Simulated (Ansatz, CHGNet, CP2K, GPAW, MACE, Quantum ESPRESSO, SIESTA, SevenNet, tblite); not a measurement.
# SIESTA runs on random packing of 77TeO2-23ZnO (mol %) (86 atoms), part 2 of 2

How do the settings of SIESTA change the result for random packing of 77TeO2-23ZnO (mol %) (86 atoms)? A plane-wave run serves as the yardstick.

Program: SIESTA 5.4.2; the method stands at each step. Banners, paths, timers and routine set-up lines are dropped from the logs unmarked, and long logs keep their key lines alone; longer cuts are marked. The potentials were converted by us to PSML.

So far. Step 2 (PBE, DZP, shift 0.01 Ry, mesh 500 Ry): Forces lie 37 % from the reference's, at 11 times its CPU time (on 2 against 4 cores); the SCF took 99 steps, which the time reflects.

### Step 3. PBE, DZP, shift 0.01 Ry, mesh 100 Ry

Method: Kohn-Sham DFT, PBE, PseudoDojo 0.4.1 norm-conserving pseudopotentials (converted to PSML), numerical atomic orbitals (DZP), diagonalisation.

input.fdf reads:

```
SystemLabel cell
NumberOfAtoms 86
NumberOfSpecies 3
%block ChemicalSpeciesLabel
  1 52 Te
  2 8 O
  3 30 Zn
%endblock ChemicalSpeciesLabel
LatticeConstant 1.0 Ang
%block LatticeVectors
  10.89410 0.00000 0.00000
  0.00000 10.89410 0.00000
  0.00000 0.00000 10.89410
%endblock LatticeVectors
PAO.BasisSize DZP
PAO.EnergyShift 0.01 Ry
XC.Functional GGA
XC.Authors PBE
MeshCutoff 100 Ry
%block kgrid_Monkhorst_Pack
  1 0 0 0.0
  0 1 0 0.0
  0 0 1 0.0
%endblock kgrid_Monkhorst_Pack
SolutionMethod diagon
OccupationFunction FD
ElectronicTemperature 580 K
SCF.Mixer.Method Pulay
SCF.Mixer.Weight 0.15
SCF.Mixer.History 8
SCF.Mix Hamiltonian
MaxSCFIterations 300
SCF.DM.Tolerance 1e-04
SCF.H.Tolerance 1.0e-3 eV
WriteForces T
Write.HirshfeldPop T
Write.VoronoiPop T
Write.DM F
Write.H F
XML.Write F
AtomicCoordinatesFormat Fractional
%block AtomicCoordinatesAndAtomicSpecies
[... 86 atom lines left out: the same atoms as in the first run ...]
%endblock AtomicCoordinatesAndAtomicSpecies
```

Started as:

```bash
$ OMP_NUM_THREADS=1 mpirun -np 2 siesta < input.fdf > output.txt
```

What it wrote:

```text
Version         : 5.4.2
reinit: System Name:
reinit: System Label: cell
initatom: Reading input for the pseudopotentials and atomic orbitals ----------
Species number:   1 Atomic number:   52 Label: Te
Species number:   2 Atomic number:    8 Label: O
Species number:   3 Atomic number:   30 Label: Zn
Ground state valence configuration (from tables):   5s02  5p04  5d00  4f00
[... lines left out ...]
SCF Convergence by DM+H criterion
[... lines left out ...]
SCF cycle converged after 98 iterations
[... lines left out ...]
   Max    7.565980
[... lines left out ...]
   Max    7.565980    constrained
Stress tensor Voigt[x,y,z,yz,xz,xy] (kbar):     -106.99     -100.98      -67.61      -18.23        6.79      -14.43
[... lines left out ...]
siesta: FreeEng =   -132824.384145
[... lines left out ...]
siesta:         Fermi =      -4.335888
[... lines left out ...]
siesta:          91.86199702        110.71946408  kBar
[... lines left out ...]
    (Free)Eharris+ p_basis*V_orbitals  =     -132796.785515 eV
Hirshfeld Atomic Populations:
Atom #   charge [q] valence [e]  Species
     1     0.471643   15.528357  Te
     2     0.162688   15.837312  Te
     3     0.312296   15.687704  Te
[...]
25    -0.247532    6.247532  O
    26    -0.278418    6.278418  O
    27    -0.231171    6.231171  O
[...]
80     0.675932   19.324068  Zn
    81     0.751447   19.248553  Zn
    82     0.777428   19.222572  Zn
[...]
--------------------
 Total    -0.000115
Voronoi Atomic Populations:
Atom #   charge [q] valence [e]  Species
[...]
23     0.349455   15.650545  Te
    24     0.491487   15.508513  Te
[...]
78    -0.340448    6.340448  O
    79    -0.230120    6.230120  O
[...]
85     0.858586   19.141414  Zn
    86     0.867683   19.132317  Zn
--------------------
 Total    -0.000064
```

Run time: 3.2 min. Hardware: 2 MPI ranks of Arm Neoverse V1, shared host; peak memory 0.67 GiB; 6.4 min of CPU time.

Compared with the plane-wave run:

```
r.m.s. force component                          : 1.73 eV/Å
r.m.s. difference of force components           : 594.6 meV/Å
longest difference of force vectors             : 2141 meV/Å
force difference over r.m.s. force              : 36.85 %
slope of forces against the reference's         : 1.006
correlation of force components                 : 0.9391
pressure                                        : 9.186 GPa
pressure difference                             : 3.829 GPa
energy less the same-level run's                : -25.12 meV/atom
r.m.s. force difference from the same-level run : 43.5 meV/Å
```

This is a coarse setting, run to see what it loses.

Against the first run (37 %), the force difference from the reference is 37 %, at 0.26 times the CPU time: the change moves forces by 44 meV/Å r.m.s., so most of the difference comes from elsewhere.

### Step 4. Another try, on a changed input

input.fdf, as its differences from that of step 3:

```diff
@@ -18,3 +18,3 @@
 XC.Authors PBE
-MeshCutoff 100 Ry
+MeshCutoff 20 Ry
 %block kgrid_Monkhorst_Pack
@@ -31,3 +31,3 @@
 SCF.Mix Hamiltonian
-MaxSCFIterations 300
+MaxSCFIterations 60
 SCF.DM.Tolerance 1e-04
```

What it wrote:

```text
Version         : 5.4.2
reinit: System Name:
reinit: System Label: cell
initatom: Reading input for the pseudopotentials and atomic orbitals ----------
Species number:   1 Atomic number:   52 Label: Te
Species number:   2 Atomic number:    8 Label: O
Species number:   3 Atomic number:   30 Label: Zn
Ground state valence configuration (from tables):   5s02  5p04  5d00  4f00
[... lines left out ...]
SCF Convergence by DM+H criterion
[... lines left out ...]
SCF cycle converged after 30 iterations
[... lines left out ...]
   Max  943.815777
[... lines left out ...]
   Max  943.815777    constrained
Stress tensor Voigt[x,y,z,yz,xz,xy] (kbar):    -6982.72    -6358.44    -6532.49      -68.85      -43.91       34.51
[... lines left out ...]
siesta: FreeEng =   -134828.995301
[... lines left out ...]
siesta:         Fermi =      -2.319532
[... lines left out ...]
siesta:        6624.54992531       4457.78620572  kBar
[... lines left out ...]
    (Free)Eharris+ p_basis*V_orbitals  =     -134801.396678 eV
Hirshfeld Atomic Populations:
Atom #   charge [q] valence [e]  Species
     1    -0.141288   16.141288  Te
     2    -0.457111   16.457111  Te
     3    -0.315378   16.315378  Te
[...]
25    -0.138016    6.138016  O
    26    -0.373889    6.373889  O
    27    -0.435531    6.435531  O
[...]
80     0.903936   19.096064  Zn
    81     0.989053   19.010947  Zn
    82     1.176910   18.823090  Zn
[...]
--------------------
 Total   -16.545035
Voronoi Atomic Populations:
Atom #   charge [q] valence [e]  Species
[...]
23    -0.071530   16.071530  Te
    24    -0.194123   16.194123  Te
[...]
78    -0.285223    6.285223  O
    79    -0.222917    6.222917  O
[...]
85     0.997421   19.002579  Zn
    86     1.297912   18.702088  Zn
--------------------
 Total   -17.035464
```

Run time: 44 s. Hardware: 2 MPI ranks; peak memory 0.55 GiB; 88 s of CPU time.

The run converged, but to an unphysical state with enormous forces. The fault in the input: a mesh cutoff far too low (mesh cutoff 20 Ry).

Against the reference:

* r.m.s. difference of force components: 148800 meV/Å
* longest difference of force vectors: 1.208e+06 meV/Å
* force difference over r.m.s. force: 9221 %
* slope of forces against the reference's: 3.037
* correlation of force components: 0.03317
* energy less the same-level run's: -23330 meV/atom
* r.m.s. force difference from the same-level run: 148800 meV/Å

### Step 5. All runs compared

Differences are against the plane-wave reference, forces as r.m.s. over components; share is that over the reference's r.m.s. force, slope the least-squares factor from reference forces to these. Total energies of different programs have different zeros and aren't compared.

```csv
run,"Δ force, r.m.s. (meV/Å)",share (%),slope,Δ pressure (GPa),cores,CPU time,memory (GiB)
reference,-,-,-,-,4,2.2 min,2.0
"SIESTA PBE, DZP, shift 0.01 Ry, mesh 500 Ry",595,36.9,1.008,3.29,2,24 min,1.8
"SIESTA PBE, DZP, shift 0.01 Ry, mesh 100 Ry (coarse)",595,36.9,1.006,3.83,2,6.4 min,0.67
```

Rows marked coarse were listed beforehand as settings not expected to be converged; some can still land near the reference.

CPU time is summed over cores on a shared host, where runs went side by side, so it is rough. Symmetry, cutoffs, thresholds, outputs and thread counts weren't matched or tuned between programs; memory under MPI is the largest rank's times the ranks.

Within one program, basis, potentials and functional, energies share a zero. Each run against its twin at the usual cutoff or grid and solver:

```csv
run,twin,Δ energy (meV/atom),"Δ force, r.m.s. (meV/Å)",CPU time over the twin's
"SIESTA PBE, DZP, shift 0.01 Ry, mesh 100 Ry","DZP, shift 0.01 Ry, mesh 500 Ry",-25.1,43.5,0.26
```

Further runs of this program without a result: SIESTA PBE, SZP, shift 0.01 Ry, mesh 500 Ry (cut off at its time limit).

### Step 6. Results

```json
{
  "nearest in forces": "a tie at 37 % of 2 runs: SIESTA PBE, DZP, shift 0.01 Ry, mesh 500 Ry; SIESTA PBE, DZP, shift 0.01 Ry, mesh 100 Ry (coarse)"
}
```

The PBE run in local orbitals, coarse settings apart, differs by 37 % (SIESTA PBE, DZP, shift 0.01 Ry, mesh 500 Ry); basis, grid and potentials can all enter. SIESTA PBE, DZP, shift 0.01 Ry, mesh 500 Ry needed 99 SCF steps, so its time overstates the method's usual cost. Runs with settings chosen to be coarse differ by 37 % (SIESTA PBE, DZP, shift 0.01 Ry, mesh 100 Ry), their programs' other errors included. None of the electronic-structure runs in the table takes under half the reference's CPU time of 2.2 min; they take 2.9 to 11 times as much. In pressure, SIESTA PBE, DZP, shift 0.01 Ry, mesh 100 Ry misses by +3.8 GPa, at the same functional. The potentials hold different valence shells: 798 electrons in the reference, 854 in SIESTA; this bears on time and differences. The reference's stress is far from hydrostatic: its diagonal is 6.5, 6.2, 3.4 GPa, compression counted positive. The reference's pressure of 5.4 GPa belongs to a cell and atoms that aren't relaxed at this level. The electronic-structure runs sample only Γ, in a cell whose shortest periodic width is 11 Å, which is coarse for a cell with partly filled levels. Spin–orbit coupling is left out, which matters for the levels of the heavy elements.

[Also dropped from logs without a mark: logging warnings of Python, and SIESTA's first energy breakdown and zero terms.]

[Logs are printed without paths, hosts, clocks, repeated set-up lines and the standing remarks that a program may print on its own settings, such as how far it seeks lower states.]

[Hosts, paths, dates, database ids (printed as entryN), source tags and the programs' standing remarks are cut or masked in the printed files.]
